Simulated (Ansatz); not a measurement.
# The false plateau in GW convergence: SiO2 (I-42d)

Aim: vary empty bands and screening cutoff apart and together in G0W0 on SiO2 (I-42d).

Calculated with Ansatz 0.2.0; G0W0 on LDA, plane waves, PAW; PAW set soft_1.

## (1) The structure

The structure is tetragonal, space group I-42d (No. 122). Conventional cell: a = 4.748 Å, b = 4.748 Å, c = 7.488 Å, α = 90.00°, β = 90.00°, γ = 90.00°. Nearest to Si lie 4 O at 1.62 Å. Nearest to O lie 2 Si at 1.62 Å. Farther neighbours and most contacts between anions are not listed.

The cell and positions come from the Crystallography Open Database and are kept as given unless a step says otherwise.

## (2) 67 empty bands, screening to 50 eV

G0W0 replaces the xc potential by the self-energy, built once from these orbitals. Only a window of levels is corrected, while the sums run over the empty bands that the input names. This step takes PAW set soft_1 files.

Input file input.yaml:

```yaml
crystal:
  lattice:
    - [-2.37405, 2.37405, 3.744]
    - [2.37405, -2.37405, 3.744]
    - [2.37405, 2.37405, -3.744]
  atoms:
    - { symbol: Si, position: [0.0, 0.0, 0.0] }
    - { symbol: Si, position: [0.75, 0.25, 0.5] }
    - { symbol: O, position: [0.99838, 0.625, 0.87338] }
    - { symbol: O, position: [0.375, 0.24838, 0.37338] }
    - { symbol: O, position: [0.75162, 0.125, 0.12662] }
    - { symbol: O, position: [0.875, 0.00162, 0.62662] }
kpoints:
  mp_grid: { grid: [4, 4, 4] }
hamiltonian:
  xc: lda
  pseudopotentials: { kind: paw, azcp: { folder: soft_1 }, xc_functional: pbe }
scf:
  occupations: { method: fixed }
gw:
  n_empty_bands: 67
  ecut_chi: 50
  qp_bands: [v2, c2]
  qp_kpoints: band_edges
  screening: { model: contour_deformation }
```

On the command line:

```sh
$ ansatz run input.yaml --threads 3 --pin off --max-ram 92160MiB --backend cuda --events-out ev --progress --plain --runs-dir out --devices 1 --max-vram 13GiB
```

Numbers of over 12 decimals in the logs are rounded to 6 here.

The program printed:

```text
GPUs: using 1 of 1 available (devices: 1).
Engine: ansatz 0.2.0, x86_64-unknown-linux-gnu
Pseudopotentials: kind: paw
Pseudopotential: Si, paw, valence charge 4, recommended cutoff 420 eV (normal), soft_1/Si.paw.azcp
Pseudopotential: O, paw, valence charge 6, recommended cutoff 420 eV (normal), soft_1/O.paw.azcp
Functional definition: SPW92
  exchange = slater_x
  correlation = pw_c
device memory: the entry about to start is reckoned to put 0.7 GiB on a device that reports 54.9 GiB free (of which the cap on the GPU budget leaves the run 13.0 GiB)
GPU FFT provider: cuFFT
GPU libraries: cuBLAS 13.8.2, cuFFT 12.4.0, cuSOLVER 12.3.4
Crystal: 6 atoms, lattice volume = 84.406 Å³
Basis set: ecut = 420 eV, 1637 PW (Γ)
Bands: 22, of which v1, the nominal top of the filled ones, is band 16 counted from 1 (15 counted from 0)
Symmetry: 8 space group operations
Space group: I-42d (ITA 122), of the structure as read, at distance tolerance 4.4e-5 Å
k-points: 13 of 64 (time reversal used)
Non-local potential: Si, projectors of the file, l = 0: 2, l = 1: 2, l = 2: 1
Non-local potential: O, projectors of the file, l = 0: 2, l = 1: 2, l = 2: 1
PAW form: soft (Blöchl's): semilocal exchange-correlation on the pseudo side does not see the compensation charge
PAW frozen core: Si, regenerated for the run's functional, and the local potential with it (the file was generated under x = pbe(κ = 0.804, μ = 0.219515), c = pbe(β = 0.066725))
PAW frozen core: O, regenerated for the run's functional, and the local potential with it (the file was generated under x = pbe(κ = 0.804, μ = 0.219515), c = pbe(β = 0.066725))
PAW one-centre angular grid: Si, 110 points (default); XC on 64 Gauss nodes
PAW one-centre angular grid: O, 110 points (default); XC on 64 Gauss nodes
Initial density: superposition of atomic densities (chi_scale 0.1, normalization cell, long waves kept (reshape's long-wave potential 0.00 eV rms))
Initial wavefunctions: pseudopotential atomic-orbital guess
GPU buffer pool allocated for 46656 grid points (all kernels)
GPU transforms: local potential and band sums: pruned to the plane-wave sphere, on 36×36×36
Functional: x = slater, c = lda
SCF iter   1: F=—  HF=-3448.427922 eV  |F-HF|=—  |Δ(HF+E_count)|=         —  Δρ=1.17e-1  dr2=1.03e1  ethr=3.10e-3  ⟨swp⟩=4.9  Hψ=1438  notcnv=0  defer=46
preconditioner: auto → none  [insulator: Δε(μ)=7.286 eV  Ē_g=17.696 eV  n_scr=14 (ndim 8)  ℏωp=22.9 eV  f_vac=0.102  ε∞_Penn≈2.7]
SCF iter   2: F=—  HF=-3445.778812 eV  |F-HF|=—  |Δ(HF+E_count)|=    2.65e0  Δρ=6.33e-2  dr2=1.49e0  ethr=3.10e-3  ⟨swp⟩=3.8  Hψ=829  notcnv=0  defer=39
SCF iter   3: F=—  HF=-3445.360403 eV  |F-HF|=—  |Δ(HF+E_count)|=   4.18e-1  Δρ=1.87e-2  dr2=1.33e-1  ethr=3.10e-3  ⟨swp⟩=2.1  Hψ=584  notcnv=0  defer=34
SCF iter   4: F=—  HF=-3445.348326 eV  |F-HF|=—  |Δ(HF+E_count)|=   1.21e-2  Δρ=1.36e-3  dr2=6.41e-4  ethr=4.17e-4  ⟨swp⟩=2.5  Hψ=424  notcnv=0  defer=52
SCF iter   5: F=—  HF=-3445.348628 eV  |F-HF|=—  |Δ(HF+E_count)|=   3.03e-4  Δρ=2.32e-4  dr2=1.29e-5  ethr=2.00e-6  ⟨swp⟩=2.2  Hψ=483  notcnv=0  defer=52
SCF iter   6: F=—  HF=-3445.348639 eV  |F-HF|=—  |Δ(HF+E_count)|=   1.08e-5  Δρ=3.08e-5  dr2=5.40e-7  ethr=4.02e-8  ⟨swp⟩=2.7  Hψ=530  notcnv=0  defer=38
SCF iter   7: F=-3445.348639 eV  HF=-3445.348639 eV  |F-HF|=1.23e-9  |Δ(HF+E_count)|=   1.99e-8  Δρ=2.25e-6  dr2=2.59e-9  ethr=3.13e-10  ⟨swp⟩=11.5  Hψ=1470  notcnv=0
SCF 1 converged in 7 iterations: F = -3445.348639 eV  dr2 = 2.59e-9
[...]
device memory: the entry about to start is reckoned to put 0.8 GiB on a device that reports 54.6 GiB free (of which the cap on the GPU budget leaves the run 13.0 GiB)
NSCF: frozen V_eff on 13 k-points, pencils in batches of 32, up to order 88
[...]
device memory: the entry about to start is reckoned to put 3.0 GiB on a device that reports 54.6 GiB free (of which the cap on the GPU budget leaves the run 13.0 GiB)
NSCF: frozen V_eff on 13 k-points
G₀W₀ screening: q 1/13
[... further progress lines ...]
device memory: the entry about to start is reckoned to put 0.4 GiB on a device that reports 58.9 GiB free (of which the cap on the GPU budget leaves the run 13.0 GiB)
NSCF: frozen V_eff on 1 k-points
device memory: the entry about to start is reckoned to put 0.4 GiB on a device that reports 58.9 GiB free (of which the cap on the GPU budget leaves the run 13.0 GiB)
NSCF: frozen V_eff on 1 k-points
SCF converged after 7 iterations
Free energy (F): -3445.348639 eV
Harris-Foulkes:  -3445.348639 eV  (|F-HF|=1.23e-9)
Internal energy: -3445.348639 eV  (E = F + TS)
E sigma→0 (E₀):  -3445.348639 eV
Fermi energy:    0.804150 eV
--- Per-component energies (eV) ---
  E_band       = -181.124916
  E_kinetic    = 771.679104
  E_local      = -2183.365623  (includes V_loc(G=0)·N_el)
  E_nonlocal   = 263.896679
  E_hartree    = 807.171050
  E_xc         = -394.814693
  E_vxc        = -459.939560  (∫ρ·V_xc dr)
  E_paw        = -1581.774653  (= ΣΔE_a)
  E_vpaw       = -187.743168  (= ΣTr[D̂ρ^β])
  E_aug_tail   = 0.003432  (compensation charges beyond the density's cutoff)
  E_ewald      = -1128.700283
  E_core_change = 0.556347  (= ΣΔE_core)
  E_smearing   = -0.000000  (= −TS)
  E_closure    = 0.000000  (closes the sum)
  Σ components = -3445.348639   (vs F -3445.348639, Δ=0.00e0)
--- Band table (eV; the first three rows and the last of 13) ---
  k-point 0: bands = [... 12 lower, -0.5178, -0.2292, 0.8042, 0.8042, 6.6258, 9.2616, 11.9000, 11.9000, ... 2 higher]
  k-point 1: bands = [... 12 lower, -0.4708, 0.0545, 0.7064, 0.7072, 7.9333, 10.1317, 10.7480, 11.3260, ... 2 higher]
  k-point 2: bands = [... 12 lower, 0.0643, 0.0643, 0.5736, 0.5736, 10.0506, 10.0506, 10.7465, 10.7465, ... 2 higher]
  k-point 12: bands = [... 12 lower, -0.6973, -0.6973, 0.7013, 0.7013, 9.5984, 9.5984, 10.2797, 10.2797, ... 2 higher]
--- G₀W₀: contour deformation, 5 samples at zero and on the imaginary axis and 2 off it, 64 q-points, 67 empty bands' worth ---
  eigenvalues of the whole cell's RPA ε∞ on this k-mesh (on a slab, of 1 + 4πα/V) = 2.2644, 2.2644, 2.3241; static W/v taken at q = 0 is 0.437848
  bands read: the sum over 83 bands ends inside a degenerate multiplet in 5 slots, whose members it reads at an even weight; the widest, k=2: bands 83 to 84 (counted from 1) at 1/2 each
  gw.qp_kpoints: band_edges: 13 of 13 stored k-points solved, in 1 pass; an edge of the gap read off the rows below is read off those points alone
    ik  band        ε_KS         Σx   Σc(E_QP)       V_xc       Z   E_QP_lin       E_QP  E_QP is
     0    15      0.8042   -26.3250     4.4384   -20.5052  0.8138    -0.5941    -0.5772  root
     0    16      0.8042   -26.3250     4.4384   -20.5052  0.8138    -0.5941    -0.5772  root
     0    17      6.6258    -7.1530    -3.2177   -11.9672  0.8735     8.2366     8.2223  root
     0    18      9.2616    -5.5926    -3.5118   -11.2359  0.8664    11.4224    11.3930  root
     1    15      0.7064   -26.3900     4.4480   -20.5709  0.8135    -0.6814    -0.6647  root
     1    16      0.7072   -26.3254     4.4586   -20.4783  0.8132    -0.6986    -0.6813  root
     1    17      7.9333    -8.0014    -3.2166   -13.0466  0.8659     9.7824     9.7619  root
     1    18     10.1317    -6.0131    -3.6491   -11.9395  0.8613    12.4454    12.4089  root
     2    15      0.5736   -26.5609     4.4607   -20.7383  0.8132    -0.8047    -0.7883  root
     2    16      0.5736   -26.5609     4.4607   -20.7383  0.8132    -0.8047    -0.7883  root
     2    17     10.0506    -7.6395    -3.4299   -13.2097  0.8582    12.2240    12.1907  root
     2    18     10.0506    -7.6395    -3.4299   -13.2097  0.8582    12.2240    12.1907  root
     3    15      0.7099   -26.2395     4.4379   -20.4126  0.8135    -0.6963    -0.6790  root
     3    16      0.7211   -26.3232     4.4488   -20.4920  0.8134    -0.6783    -0.6613  root
[...]
11    18     10.0337    -7.9828    -3.5806   -13.8712  0.8558    12.3805    12.3415  root
    12    15      0.7013   -26.4405     4.4528   -20.6274  0.8132    -0.6756    -0.6591  root
    12    16      0.7013   -26.4405     4.4528   -20.6274  0.8132    -0.6756    -0.6591  root
    12    17      9.5984    -7.4238    -3.2839   -12.7362  0.8608    11.6556    11.6270  root
    12    18      9.5984    -7.4238    -3.2839   -12.7362  0.8608    11.6556    11.6270  root
```

It took 7.1 s on 1 × NVIDIA H100 80GB HBM3 (shared by 6 runs) with 3 threads of AMD EPYC 7R13 (Zen 3), shared host; peak memory 0.99 GiB.

The column dr2 measures how far the density is from self-consistency, as an energy; F and HF (Harris–Foulkes) agree once it is small.

Numbers from this step:

- bands summed: 83
- RPA ε∞ on this mesh (eigenvalues): 2.264, 2.264, 2.324
- plane waves in the screening matrix: 61
- q-points in the mesh: 64
- G0W0 gap on the mesh: 8.799 eV
- k of the valence top: 0, 0, 0
- k of the conduction bottom: 0, 0, 0
- starting gap on the mesh: 5.822 eV
- Z at the valence top: 0.8138
- Z at the conduction bottom: 0.8735
- least direct G0W0 gap on the computed points: 8.799 eV

The gap on the mesh goes from 5.82 eV to 8.80 eV, a correction of +2.98 eV. Between the two edge states, bare exchange in place of the xc potential would open the gap by 10.63 eV, and correlation takes back 7.66 eV.

## (3) 352 empty bands, screening to 50 eV

Changes to input.yaml since step 2:

```diff
@@ -20,3 +20,3 @@
 gw:
-  n_empty_bands: 67
+  n_empty_bands: 352
   ecut_chi: 50
```

The program printed:

```text
GPUs: using 1 of 1 available (devices: 1).
[...]
GPU FFT provider: cuFFT
GPU libraries: cuBLAS 13.8.2, cuFFT 12.4.0, cuSOLVER 12.3.4
Crystal: 6 atoms, lattice volume = 84.406 Å³
Basis set: ecut = 420 eV, 1637 PW (Γ)
Bands: 22, of which v1, the nominal top of the filled ones, is band 16 counted from 1 (15 counted from 0)
Symmetry: 8 space group operations
[...]
k-points: 13 of 64 (time reversal used)
[...]
1    18     10.1317    -6.0131    -3.9610   -11.9395  0.8598    12.1234    12.0970  root
[...]
12    15      0.7013   -26.4405     4.2588   -20.6274  0.8126    -0.8748    -0.8531  root
    12    16      0.7013   -26.4405     4.2588   -20.6274  0.8126    -0.8748    -0.8531  root
    12    17      9.5984    -7.4238    -3.5561   -12.7362  0.8597    11.3757    11.3548  root
    12    18      9.5984    -7.4238    -3.5561   -12.7362  0.8597    11.3757    11.3548  root
[key lines of the parts left out:]
SCF converged after 7 iterations
Free energy (F): -3445.348639 eV
Fermi energy:    0.804150 eV
```

Elapsed: 21 s, on 1 × NVIDIA H100 80GB HBM3 (shared by 6 runs) with 3 threads; peak memory 1.2 GiB; 28 s of CPU time.

This step gave:

```yaml
bands_summed: 368
rpa_eps_infinity_on_this_mesh_eigenvalues: 2.268, 2.268, 2.328
plane_waves_in_the_screening_matrix: 61
g0w0_gap_on_the_mesh: 8.749 eV
k_of_the_valence_top: 0, 0, 0
k_of_the_conduction_bottom: 0, 0, 0
starting_gap_on_the_mesh: 5.822 eV
least_direct_g0w0_gap_on_the_computed_points: 8.749 eV
```

Against the run with 4×4×4 mesh, 67 empty bands, screening to 50 eV, PAW set soft_1 files, the gap moves by −0.05 eV.

## (4) 191 empty bands, screening to 100 eV

Another rung: the empty bands reach about as high as the screening cutoff, so the two stay in balance.

Changes to input.yaml since step 3:

```diff
@@ -20,4 +20,4 @@
 gw:
-  n_empty_bands: 352
-  ecut_chi: 50
+  n_empty_bands: 191
+  ecut_chi: 100
   qp_bands: [v2, c2]
```

The program printed:

```text
GPUs: using 1 of 1 available (devices: 1).
[...]
GPU FFT provider: cuFFT
GPU libraries: cuBLAS 13.8.2, cuFFT 12.4.0, cuSOLVER 12.3.4
Crystal: 6 atoms, lattice volume = 84.406 Å³
Basis set: ecut = 420 eV, 1637 PW (Γ)
Bands: 22, of which v1, the nominal top of the filled ones, is band 16 counted from 1 (15 counted from 0)
Symmetry: 8 space group operations
[...]
k-points: 13 of 64 (time reversal used)
[...]
1    18     10.1317    -6.0131    -3.9499   -11.9395  0.8569    12.1350    12.1082  root
[...]
12    15      0.7013   -26.4405     4.2848   -20.6274  0.8040    -0.8476    -0.8271  root
    12    16      0.7013   -26.4405     4.2848   -20.6274  0.8040    -0.8476    -0.8271  root
    12    17      9.5984    -7.4238    -3.4744   -12.7362  0.8556    11.4590    11.4364  root
    12    18      9.5984    -7.4238    -3.4744   -12.7362  0.8556    11.4590    11.4364  root
[key lines of the parts left out:]
SCF converged after 7 iterations
Free energy (F): -3445.348639 eV
Fermi energy:    0.804150 eV
```

Elapsed: 11 s, on 1 × NVIDIA H100 80GB HBM3 (shared by 6 runs) with 3 threads; peak memory 1.2 GiB.

The G0W0 gap on the mesh is 8.885 eV.

## (5) 995 empty bands, screening to 100 eV

Changes to input.yaml since step 4:

```diff
@@ -20,3 +20,3 @@
 gw:
-  n_empty_bands: 191
+  n_empty_bands: 995
   ecut_chi: 100
```

The program printed:

```text
GPUs: using 1 of 1 available (devices: 1).
[...]
GPU FFT provider: cuFFT
GPU libraries: cuBLAS 13.8.2, cuFFT 12.4.0, cuSOLVER 12.3.4
Crystal: 6 atoms, lattice volume = 84.406 Å³
Basis set: ecut = 420 eV, 1637 PW (Γ)
Bands: 22, of which v1, the nominal top of the filled ones, is band 16 counted from 1 (15 counted from 0)
Symmetry: 8 space group operations
[...]
k-points: 13 of 64 (time reversal used)
[...]
1    18     10.1317    -6.0131    -4.0753   -11.9395  0.8565    12.0060    11.9827  root
[...]
12    15      0.7013   -26.4405     4.1399   -20.6274  0.8037    -0.9967    -0.9719  root
    12    16      0.7013   -26.4405     4.1399   -20.6274  0.8037    -0.9967    -0.9719  root
    12    17      9.5984    -7.4238    -3.6016   -12.7362  0.8552    11.3287    11.3093  root
    12    18      9.5984    -7.4238    -3.6016   -12.7362  0.8552    11.3287    11.3093  root
[key lines of the parts left out:]
SCF converged after 7 iterations
Free energy (F): -3445.348639 eV
Fermi energy:    0.804150 eV
```

Wall time 72 s (1 × NVIDIA H100 80GB HBM3 (shared by 6 runs) with 3 threads); peak memory 2 GiB; 1.9 min of CPU time.

The G0W0 gap on the mesh is 8.916 eV.

## (6) 67 empty bands, screening to 150 eV

Changes to input.yaml since step 5:

```diff
@@ -20,4 +20,4 @@
 gw:
-  n_empty_bands: 995
-  ecut_chi: 100
+  n_empty_bands: 67
+  ecut_chi: 150
   qp_bands: [v2, c2]
```

The program printed:

```text
GPUs: using 1 of 1 available (devices: 1).
[...]
GPU FFT provider: cuFFT
GPU libraries: cuBLAS 13.8.2, cuFFT 12.4.0, cuSOLVER 12.3.4
Crystal: 6 atoms, lattice volume = 84.406 Å³
Basis set: ecut = 420 eV, 1637 PW (Γ)
Bands: 22, of which v1, the nominal top of the filled ones, is band 16 counted from 1 (15 counted from 0)
Symmetry: 8 space group operations
[...]
k-points: 13 of 64 (time reversal used)
[...]
1    18     10.1317    -6.0131    -3.6133   -11.9395  0.8590    12.4821    12.4447  root
[...]
12    15      0.7013   -26.4405     4.6070   -20.6274  0.8031    -0.5174    -0.5049  root
    12    16      0.7013   -26.4405     4.6070   -20.6274  0.8031    -0.5174    -0.5049  root
    12    17      9.5984    -7.4238    -3.1885   -12.7362  0.8558    11.7528    11.7223  root
    12    18      9.5984    -7.4238    -3.1885   -12.7362  0.8558    11.7528    11.7223  root
[key lines of the parts left out:]
SCF converged after 7 iterations
Free energy (F): -3445.348639 eV
Fermi energy:    0.804150 eV
```

Wall time 12 s (1 × NVIDIA H100 80GB HBM3 (shared by 6 runs) with 3 threads); peak memory 1.2 GiB.

The G0W0 gap on the mesh is 8.824 eV.

## (7) 352 empty bands, screening to 150 eV

Changes to input.yaml since step 6:

```diff
@@ -20,3 +20,3 @@
 gw:
-  n_empty_bands: 67
+  n_empty_bands: 352
   ecut_chi: 150
```

The program printed:

```text
GPUs: using 1 of 1 available (devices: 1).
[...]
GPU FFT provider: cuFFT
GPU libraries: cuBLAS 13.8.2, cuFFT 12.4.0, cuSOLVER 12.3.4
Crystal: 6 atoms, lattice volume = 84.406 Å³
Basis set: ecut = 420 eV, 1637 PW (Γ)
Bands: 22, of which v1, the nominal top of the filled ones, is band 16 counted from 1 (15 counted from 0)
Symmetry: 8 space group operations
[...]
k-points: 13 of 64 (time reversal used)
[...]
1    18     10.1317    -6.0131    -4.0409   -11.9395  0.8566    12.0411    12.0171  root
[...]
12    15      0.7013   -26.4405     4.0802   -20.6274  0.8009    -1.0582    -1.0316  root
    12    16      0.7013   -26.4405     4.0802   -20.6274  0.8009    -1.0582    -1.0316  root
    12    17      9.5984    -7.4238    -3.5658   -12.7362  0.8543    11.3650    11.3450  root
    12    18      9.5984    -7.4238    -3.5658   -12.7362  0.8543    11.3650    11.3450  root
[key lines of the parts left out:]
SCF converged after 7 iterations
Free energy (F): -3445.348639 eV
Fermi energy:    0.804150 eV
```

Elapsed: 11 s, on 1 × NVIDIA H100 80GB HBM3 (shared by 6 runs) with 3 threads; peak memory 1.4 GiB; 15 s of CPU time.

The G0W0 gap on the mesh is 9.047 eV.

(Part 1 of 2 ends here.)

[Paths, hosts, dates, memory and timing lines, banners, echoed tables and standing remarks are left out of the program output.]

[Logs are printed without paths, hosts, clocks, repeated set-up lines and the standing remarks that a program may print on its own settings, such as how far it seeks lower states.]

[Runs of the session that timed out or met a known fault of the program may be left out.]

[Cells called generated may have been cut or substituted from an entry of the Crystallography Open Database or the Materials Project.]

[Hosts, paths, dates, database ids (printed as entryN), source tags and the programs' standing remarks are cut or masked in the printed files.]
